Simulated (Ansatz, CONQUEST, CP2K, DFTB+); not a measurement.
# Running amorphous carbon (123 atoms) with CONQUEST

Aim: run amorphous carbon (123 atoms) in CONQUEST and see how near its forces come to a plane-wave reference, and at what cost.

Main program and level: CONQUEST 1.3; the method is named at each step.

### 1. Starting point

The cell holds 123 atoms: 123 C. Its edges and angles: a = 11.085 Å, b = 11.085 Å, c = 11.085 Å, α = 90.0°, β = 90.0°, γ = 90.0°. 123 atoms (123 C) placed at random at 1.8 g/cm³, melted at 6000 K for 10 ps at fixed volume with the LCBOP (Los and Fasolino, Phys. Rev. B 68, 024107 (2003)). Quenched from 5000 K to 300 K at 500 K/ps and fixed volume, held 5 ps, then minimised at fixed cell. Then every atom was moved at random, 0.05 Å r.m.s. a Cartesian component.

The yardstick, on the same geometry:

* method: Kohn-Sham DFT, PBE, PAW, plane waves (Ansatz 0.2.0); cutoff 420 eV, Γ point, fermi-dirac smearing of 0.05 eV; PAW set soft_2
* r.m.s. force component: 2.713 eV/Å
* longest force: 10.65 eV/Å
* pressure: -10.01 GPa
* SCF cycles: 12
* time: 13 s on 4 threads of Intel Xeon 6975P-C (Granite Rapids), shared host
* CPU time: 44 s

### 2. PBE, grid 80 Ha

Method: Kohn-Sham DFT, PBE, norm-conserving pseudopotentials, pseudo-atomic orbitals (double zeta with polarisation), diagonalisation.

The .ion files beside the input carry potential, basis and functional.

The input, Conquest_input:

```
IO.Title cell
IO.Coordinates coords.dat
IO.FractionalAtomicCoords T
IO.Iprint 1
General.NumberOfSpecies 1
AtomMove.TypeOfRun static
AtomMove.CalcStress T
Grid.GridCutoff 80
DM.SolutionMethod diagon
SC.MaxIters 100
SC.LinearMixingFactor 0.1
SC.KerkerPreCondition T
minE.SCTolerance 1e-06
Diag.kT 0.001837
Diag.MPMesh T
Diag.GammaCentred T
Diag.MPMeshX 1
Diag.MPMeshY 1
Diag.MPMeshZ 1
%block ChemicalSpeciesLabel
1 12.011 C
%endblock
```

The input, coords.dat:

```
20.947803 0.000000 0.000000
0.000000 20.947803 0.000000
0.000000 0.000000 20.947803
123
0.55002 0.05158 0.22971 1 T T T
0.65986 0.63115 0.06072 1 T T T
0.30363 0.36381 0.40071 1 T T T
0.20854 0.06433 0.98860 1 T T T
0.68919 0.57693 0.34991 1 T T T
0.03559 0.95198 0.47657 1 T T T
0.72570 0.28682 0.39214 1 T T T
0.32320 0.46776 0.32548 1 T T T
0.41710 0.12893 0.89576 1 T T T
0.85890 0.50421 0.58493 1 T T T
0.30882 0.79853 0.37589 1 T T T
0.56995 0.77080 0.34564 1 T T T
0.98476 0.36546 0.46156 1 T T T
0.65289 0.74011 0.87116 1 T T T
0.17642 0.57301 0.92810 1 T T T
0.81486 0.93571 0.96051 1 T T T
0.29543 0.50935 0.68236 1 T T T
0.11609 0.98642 0.56281 1 T T T
0.76149 0.72291 0.80385 1 T T T
0.25135 0.05422 0.77119 1 T T T
0.20323 0.70296 0.97228 1 T T T
0.10966 0.50691 0.28194 1 T T T
0.19932 0.48694 0.00197 1 T T T
0.14998 0.97104 0.79030 1 T T T
0.52462 0.58011 0.74014 1 T T T
0.74558 0.04459 0.34419 1 T T T
0.92413 0.01466 0.23446 1 T T T
0.46013 0.09593 0.13621 1 T T T
0.68235 0.17448 0.65614 1 T T T
0.29694 0.09830 0.66026 1 T T T
0.00240 0.33241 0.33607 1 T T T
0.60277 0.48951 0.68055 1 T T T
0.40435 0.18315 0.68373 1 T T T
0.23220 0.05548 0.54426 1 T T T
0.61456 0.14900 0.76857 1 T T T
0.92472 0.61851 0.09624 1 T T T
0.29925 0.09272 0.89807 1 T T T
0.43275 0.47728 0.26484 1 T T T
0.67455 0.74420 0.00189 1 T T T
0.66396 0.30315 0.04320 1 T T T
0.08743 0.39723 0.26618 1 T T T
0.07456 0.52393 0.59616 1 T T T
0.68870 0.70585 0.36597 1 T T T
0.95793 0.59447 0.57819 1 T T T
0.76033 0.04340 0.91574 1 T T T
0.60948 0.49216 0.38638 1 T T T
0.80452 0.29624 0.28130 1 T T T
0.60844 0.21353 0.35781 1 T T T
0.10082 0.41168 0.52915 1 T T T
0.43811 0.79206 0.40332 1 T T T
0.22459 0.37133 0.51283 1 T T T
0.74414 0.86389 0.04667 1 T T T
0.33121 0.74025 0.96412 1 T T T
0.88423 0.57157 0.87020 1 T T T
0.16986 0.38394 0.06766 1 T T T
0.48209 0.74697 0.14084 1 T T T
[... 63 atom lines left out ...]
0.80065 0.01925 0.47156 1 T T T
0.09739 0.91437 0.67765 1 T T T
0.25646 0.69112 0.29920 1 T T T
0.86217 0.61661 0.22038 1 T T T
```

Launch:

```sh
> OMP_NUM_THREADS=1 mpirun -np 4 Conquest > output.txt
```

Numbers of over 12 decimals in the logs are rounded to 6 here.

Conquest_out:

```text
      Simulation cell dimensions:    20.9478 a0 x    20.9478 a0 x    20.9478 a0
        This calculation includes non-local pseudopotentials,
         with a maximum core radius of      6.24713685
    Job title: cell
    Job to be run: static calculation
    Ground state search:
      Support functions represented with PAO basis
      1:1 PAO to SF mapping
      Non-spin-polarised electrons
      Solving for the K matrix using diagonalisation
      Using Fermi-Dirac smearing
    Integration grid size:     96 x   96 x   96
    Integration grid spacing:  0.218 a0 x 0.218 a0 x 0.218 a0
    Number of species:  1
    --------------------------------------------------------
    |   #  mass (au)  Charge (e)  SF Rad (a0)  NSF  Label  |
    --------------------------------------------------------
    |   1     12.011       4.000        6.546   13  C      |
    --------------------------------------------------------
          SCF tolerance:                 0.00000100
          SCF iterations:               100
    The calculation will be performed on     4 processes
    The calculation will be performed on     1 thread
    Using the default matrix multiplication kernel
    The functional used will be GGA PBE96
    set_atom_dens: In set_atomic_density, electrons :     492.000000000000
    PulayMixSC: Starting Pulay mixing, A_up =  0.100 A_dn =  0.100
    PulayMixSC: Spin non-polarised calculation.
    PulayMixSC: with Kerker preconditioning, q0 =  0.100
          Harris-Foulkes Energy            :      -736.725843 Ha
          Free Energy (E-TS)               :      -736.732142 Ha
    PulayMixSC: Pulay iteration     1 residual:              0.18378E-02
          Harris-Foulkes Energy            :      -736.380046 Ha
          Free Energy (E-TS)               :      -736.386726 Ha
    PulayMixSC: Pulay iteration     2 residual:              0.16016E-02
          Harris-Foulkes Energy            :      -735.527235 Ha
          Free Energy (E-TS)               :      -735.538298 Ha
    PulayMixSC: Pulay iteration     3 residual:              0.80824E-03
          Harris-Foulkes Energy            :      -735.400209 Ha
          Free Energy (E-TS)               :      -735.407719 Ha
    PulayMixSC: Pulay iteration     4 residual:              0.44477E-03
          Harris-Foulkes Energy            :      -735.356194 Ha
          Free Energy (E-TS)               :      -735.363423 Ha
    PulayMixSC: Pulay iteration     5 residual:              0.23750E-03
          Harris-Foulkes Energy            :      -735.345397 Ha
          Free Energy (E-TS)               :      -735.353185 Ha
    PulayMixSC: Pulay iteration     6 residual:              0.11502E-03
          Harris-Foulkes Energy            :      -735.344805 Ha
          Free Energy (E-TS)               :      -735.353094 Ha
    PulayMixSC: Pulay iteration     7 residual:              0.88039E-04
          Harris-Foulkes Energy            :      -735.345272 Ha
          Free Energy (E-TS)               :      -735.353393 Ha
    PulayMixSC: Pulay iteration     8 residual:              0.48962E-04
          Harris-Foulkes Energy            :      -735.345436 Ha
          Free Energy (E-TS)               :      -735.353594 Ha
    PulayMixSC: Pulay iteration     9 residual:              0.37612E-04
          Harris-Foulkes Energy            :      -735.345709 Ha
          Free Energy (E-TS)               :      -735.353806 Ha
    PulayMixSC: Pulay iteration    10 residual:              0.17169E-04
          Harris-Foulkes Energy            :      -735.345667 Ha
          Free Energy (E-TS)               :      -735.353809 Ha
    PulayMixSC: Pulay iteration    11 residual:              0.13027E-04
          Harris-Foulkes Energy            :      -735.345647 Ha
          Free Energy (E-TS)               :      -735.353802 Ha
    PulayMixSC: Pulay iteration    12 residual:              0.10178E-04
          Harris-Foulkes Energy            :      -735.345625 Ha
          Free Energy (E-TS)               :      -735.353765 Ha
    PulayMixSC: Pulay iteration    13 residual:              0.58833E-05
          Harris-Foulkes Energy            :      -735.345605 Ha
          Free Energy (E-TS)               :      -735.353741 Ha
    PulayMixSC: Pulay iteration    14 residual:              0.40843E-05
          Harris-Foulkes Energy            :      -735.345591 Ha
          Free Energy (E-TS)               :      -735.353725 Ha
    PulayMixSC: Pulay iteration    15 residual:              0.28888E-05
          Harris-Foulkes Energy            :      -735.345586 Ha
          Free Energy (E-TS)               :      -735.353719 Ha
    PulayMixSC: Pulay iteration    16 residual:              0.25756E-05
          Harris-Foulkes Energy            :      -735.345572 Ha
          Free Energy (E-TS)               :      -735.353703 Ha
    PulayMixSC: Pulay iteration    17 residual:              0.17302E-05
          Harris-Foulkes Energy            :      -735.345561 Ha
          Free Energy (E-TS)               :      -735.353692 Ha
    PulayMixSC: Pulay iteration    18 residual:              0.10966E-05
          Harris-Foulkes Energy            :      -735.345558 Ha
          Free Energy (E-TS)               :      -735.353690 Ha
    PulayMixSC: Pulay iteration    19 residual:              0.77973E-06
    PulayMixSC: Reached SCF tolerance of  0.77973E-06 after     19 iterations
      | Number of electrons      =       492.000255
      | GS Energy as E-(1/2)TS   =      -735.349624 Ha
      | Free Energy as E-TS      =      -735.353690 Ha
      |* Harris-Foulkes energy   =      -735.345558 Ha
      |* DFT total energy        =      -735.345559 Ha
    force: Forces on atoms (Ha/a0)
    force:  Atom   X              Y              Z
    force:     1  -0.0033686425  -0.0588965594  -0.0591175801
    force:     2  -0.0249024346  -0.0670133736  -0.0018273583
    force:     3  -0.0268493083  -0.0272602725  -0.0155893256
    force:     4  -0.0129833237  -0.0536802282  -0.0304187547
    force:     5   0.0082435618   0.0063920145  -0.0063754435
    force:     6  -0.0112534799   0.0094032293  -0.1143299595
    force:     7  -0.0282526638  -0.0355821629  -0.0133590627
    force:     8  -0.0730833264   0.0083181752   0.0198583797
    force:     9   0.0602359807   0.0195477240   0.0490722188
    force:    10  -0.0395943720   0.0133051718   0.0491475979
    force:    11   0.0021417186   0.0307965660  -0.0208762380
    force:    12  -0.0922788412   0.0113198282   0.0386986995
    force:    13   0.0241967423   0.0334057619   0.0177428183
    force:    14  -0.0700096778  -0.0393858080   0.0003805327
    force:    15   0.0092414479   0.0954856215  -0.0197481798
    force:    16  -0.1509097806   0.1490634451   0.0425806692
    force:    17   0.0397889646  -0.0563757662  -0.0481402620
    force:    18   0.0557799863  -0.0129958962   0.0952449889
    force:    19   0.0206450175   0.0575085834   0.0229344583
    force:    20  -0.0169095358  -0.0058777180   0.0332394931
    force:    21  -0.0299856534   0.0237391008  -0.0132423137
    force:    22   0.1144383900   0.1801770470   0.0415671336
    force:    23  -0.0214913954  -0.1753131902   0.1210036193
    force:    24   0.0198115978   0.0274314954  -0.0144442853
[...]
force:   116   0.0121971783  -0.0113400226   0.0543129593
    force:   117  -0.0165097409   0.0398240099   0.0221110459
    force:   118  -0.0137751006  -0.0924222624  -0.0669236344
    force:   119  -0.0452257913   0.0043748318   0.0352571217
    force:   120  -0.1283514557   0.1270913089   0.0005136865
    force:   121  -0.0222141001  -0.0023134974   0.0096271350
    force:   122   0.0212645186   0.0602453050  -0.0284903084
    force:   123   0.0304697720  -0.0032187816  -0.0709151900
    force: Maximum force :        0.20398264(Ha/a0) on atom        27 in x direction
    force: Force Residual:        0.09925342 Ha/a0
    force: Total stress:          6.67786431     6.19374099     5.68193755 GPa
    force: Average pressure:     -6.18451428 GPa
    get_E_and_F: Change in energy during last step of electronic optimisation:  0.28771E-05
```

Wall time 2.7 min (4 MPI ranks of Intel Xeon 6975P-C (Granite Rapids), shared host); peak memory 8.8 GiB.

Banners, paths, timers and routine set-up lines are dropped from the logs unmarked, and long logs keep their key lines alone; longer cuts are marked.

Compared with the plane-wave run:

```
r.m.s. force component                  : 2.947 eV/Å
r.m.s. difference of force components   : 308 meV/Å
longest difference of force vectors     : 1478 meV/Å
force difference over r.m.s. force      : 11.35 %
slope of forces against the reference's : 1.083
correlation of force components         : 0.9975
pressure                                : -6.184 GPa
pressure difference                     : 3.828 GPa
```

Local excerpt of 12 atoms (numbers count through the whole input) about C115, which bears the longest force; x, y, z are measured from there.

| atom | x | y | z | distance (Å) | bonds | Fx | Fy | Fz (eV/Å) |
| --- | --- | --- | --- | --- | --- | --- | --- | --- |
| C115 | 0.00 | 0.00 | 0.00 | 0.00 | 3 | -9.26 | 6.79 | 3.09 |
| C67 | 0.97 | -0.76 | -0.35 | 1.28 | 3 | 5.68 | -6.63 | -0.99 |
| C32 | 0.29 | 1.38 | 0.48 | 1.49 | 3 | 3.59 | 2.45 | 0.30 |
| C110 | -1.63 | -0.46 | 0.01 | 1.69 | 3 | 0.87 | -3.98 | 0.28 |
| C29 | 1.17 | -2.11 | 0.21 | 2.42 | 3 | 0.37 | -3.01 | -3.30 |
| C82 | 1.94 | -0.54 | -1.41 | 2.45 | 3 | 3.36 | 2.68 | -0.93 |
| C83 | 1.90 | 1.79 | 0.56 | 2.67 | 3 | -1.16 | -1.11 | -2.51 |
| C25 | -0.58 | 2.38 | 1.14 | 2.71 | 3 | -0.88 | 0.32 | 0.17 |
| C33 | -1.91 | -2.02 | 0.52 | 2.83 | 3 | -2.23 | 3.59 | -5.72 |
| C35 | 0.42 | -2.40 | 1.46 | 2.83 | 3 | -2.52 | 0.37 | 1.82 |
| C88 | -2.87 | 0.28 | -0.33 | 2.90 | 3 | -0.16 | 2.36 | 1.00 |
| C81 | -1.07 | -2.30 | 1.53 | 2.96 | 3 | 3.90 | -1.75 | 4.52 |

Forces lie 11 % from the reference's, at 15 times its CPU time.

### 3. PBE, grid 40 Ha

Method: Kohn-Sham DFT, PBE, norm-conserving pseudopotentials, pseudo-atomic orbitals (double zeta with polarisation), diagonalisation.

Conquest_input: that of step 2 with these lines changed.

```diff
@@ -7,3 +7,3 @@
 AtomMove.CalcStress T
-Grid.GridCutoff 80
+Grid.GridCutoff 40
 DM.SolutionMethod diagon
```

coords.dat is that of step 2.

Launch:

```sh
> OMP_NUM_THREADS=1 mpirun -np 2 Conquest > output.txt
```

Conquest_out:

```text
      Simulation cell dimensions:    20.9478 a0 x    20.9478 a0 x    20.9478 a0
        This calculation includes non-local pseudopotentials,
         with a maximum core radius of      6.24713685
    Job title: cell
    Job to be run: static calculation
    Ground state search:
      Support functions represented with PAO basis
      1:1 PAO to SF mapping
      Non-spin-polarised electrons
      Solving for the K matrix using diagonalisation
      Using Fermi-Dirac smearing
    Integration grid size:     60 x   60 x   60
[... lines left out ...]
    The functional used will be GGA PBE96
[... lines left out ...]
          Free Energy (E-TS)               :      -736.735084 Ha
[... lines left out ...]
          Free Energy (E-TS)               :      -736.390888 Ha
[... lines left out ...]
          Free Energy (E-TS)               :      -735.545896 Ha
[... lines left out ...]
          Free Energy (E-TS)               :      -735.361089 Ha
    PulayMixSC: Pulay iteration    18 residual:              0.10612E-05
          Harris-Foulkes Energy            :      -735.352961 Ha
          Free Energy (E-TS)               :      -735.361089 Ha
    PulayMixSC: Pulay iteration    19 residual:              0.76030E-06
    PulayMixSC: Reached SCF tolerance of  0.76030E-06 after     19 iterations
      | Number of electrons      =       492.000412
      | GS Energy as E-(1/2)TS   =      -735.357025 Ha
      | Free Energy as E-TS      =      -735.361089 Ha
      |* Harris-Foulkes energy   =      -735.352961 Ha
      |* DFT total energy        =      -735.352967 Ha
    force: Forces on atoms (Ha/a0)
    force:  Atom   X              Y              Z
    force:     1  -0.0031295965  -0.0597698137  -0.0579776497
    force:     2  -0.0242585633  -0.0669526803  -0.0013075186
    force:     3  -0.0278641277  -0.0268062048  -0.0155840082
[...]
force:   122   0.0206251889   0.0602424304  -0.0286506962
    force:   123   0.0314243696  -0.0029531354  -0.0716980468
    force: Maximum force :        0.20402254(Ha/a0) on atom        27 in x direction
    force: Force Residual:        0.09925242 Ha/a0
    force: Total stress:          6.68651435     6.19236130     5.66838073 GPa
    force: Average pressure:     -6.18241879 GPa
    get_E_and_F: Change in energy during last step of electronic optimisation: -0.40232E-06
```

The job ended after 3.4 min (2 MPI ranks; peak memory 3.4 GiB).

Against the reference:

* r.m.s. force component: 2.947 eV/Å
* r.m.s. difference of force components: 307.8 meV/Å
* longest difference of force vectors: 1464 meV/Å
* force difference over r.m.s. force: 11.34 %
* slope of forces against the reference's: 1.083
* correlation of force components: 0.9975
* pressure: -6.182 GPa
* pressure difference: 3.83 GPa
* energy less the same-level run's: -1.637 meV/atom
* r.m.s. force difference from the same-level run: 26.03 meV/Å

This is a coarse setting, run to see what it loses.

Against the first run (11 %), the force difference from the reference is 11 %, at 0.63 times the CPU time (on 2 against 4 cores): the change moves forces by 26 meV/Å r.m.s., so most of the difference comes from elsewhere.

### 4. All runs compared

Differences are against the plane-wave reference, forces as r.m.s. over components; share is that over the reference's r.m.s. force, slope the least-squares factor from reference forces to these. Total energies of different programs have different zeros and aren't compared.

| run | Δ force, r.m.s. (meV/Å) | share (%) | slope | Δ pressure (GPa) | cores | CPU time | memory (GiB) |
| --- | --- | --- | --- | --- | --- | --- | --- |
| reference | - | - | - | - | 4 | 44 s | 1.7 |
| CONQUEST PBE, grid 80 Ha | 308 | 11.4 | 1.083 | 3.83 | 4 | 11 min | 8.8 |
| CONQUEST PBE, grid 40 Ha (coarse) | 308 | 11.3 | 1.083 | 3.83 | 2 | 6.8 min | 3.4 |

Rows marked coarse were listed beforehand as settings not expected to be converged; some can still land near the reference.

CPU time is summed over cores on a shared host, where runs went side by side, so it is rough. Symmetry, cutoffs, thresholds, outputs and thread counts weren't matched or tuned between programs; memory under MPI is the largest rank's times the ranks.

Within one program, basis, potentials and functional, energies share a zero. Each run against its twin at the usual cutoff or grid and solver:

| run | twin | Δ energy (meV/atom) | Δ force, r.m.s. (meV/Å) | CPU time over the twin's |
| --- | --- | --- | --- | --- |
| CONQUEST PBE, grid 40 Ha | grid 80 Ha | -1.64 | 26.0 | 0.63 (this twin ran on 4 cores) |

### 5. Results

```json
{
 "nearest in forces": "a tie at 11 % of 2 runs: CONQUEST PBE, grid 80 Ha; CONQUEST PBE, grid 40 Ha (coarse)"
}
```

In words: The PBE run in local orbitals, coarse settings apart, differs by 11 % (CONQUEST PBE, grid 80 Ha); basis, grid and potentials can all enter. Runs with settings chosen to be coarse differ by 11 % (CONQUEST PBE, grid 40 Ha), their programs' other errors included. None of the electronic-structure runs in the table takes under half the reference's CPU time of 44 s; they take 9.3 to 15 times as much. In pressure, CONQUEST PBE, grid 40 Ha misses by +3.8 GPa, at the same functional. Forces of 2.7 eV/Å r.m.s. are well above thermal ones: they come largely from the bond lengths of the classical model and from the random displacements, and they dominate the comparison. The quench rate of 500 K/ps is many orders above laboratory rates, so the cell is likely richer in defects and strain than a real sample. The network of bonds at the start is that of the classical potential that made the cell, and needn't be the one that DFT or experiment would give. The reference's pressure of -10 GPa belongs to a cell and atoms that aren't relaxed at this level. The electronic-structure runs sample only Γ, in a cell whose shortest periodic width is 11 Å, which is coarse for a cell with partly filled levels.

[Also dropped from logs without a mark: logging warnings of Python, and SIESTA's first energy breakdown and zero terms.]

[Logs are printed without paths, hosts, clocks, repeated set-up lines and the standing remarks that a program may print on its own settings, such as how far it seeks lower states.]

[Hosts, paths, dates, database ids (printed as entryN), source tags and the programs' standing remarks are cut or masked in the printed files.]
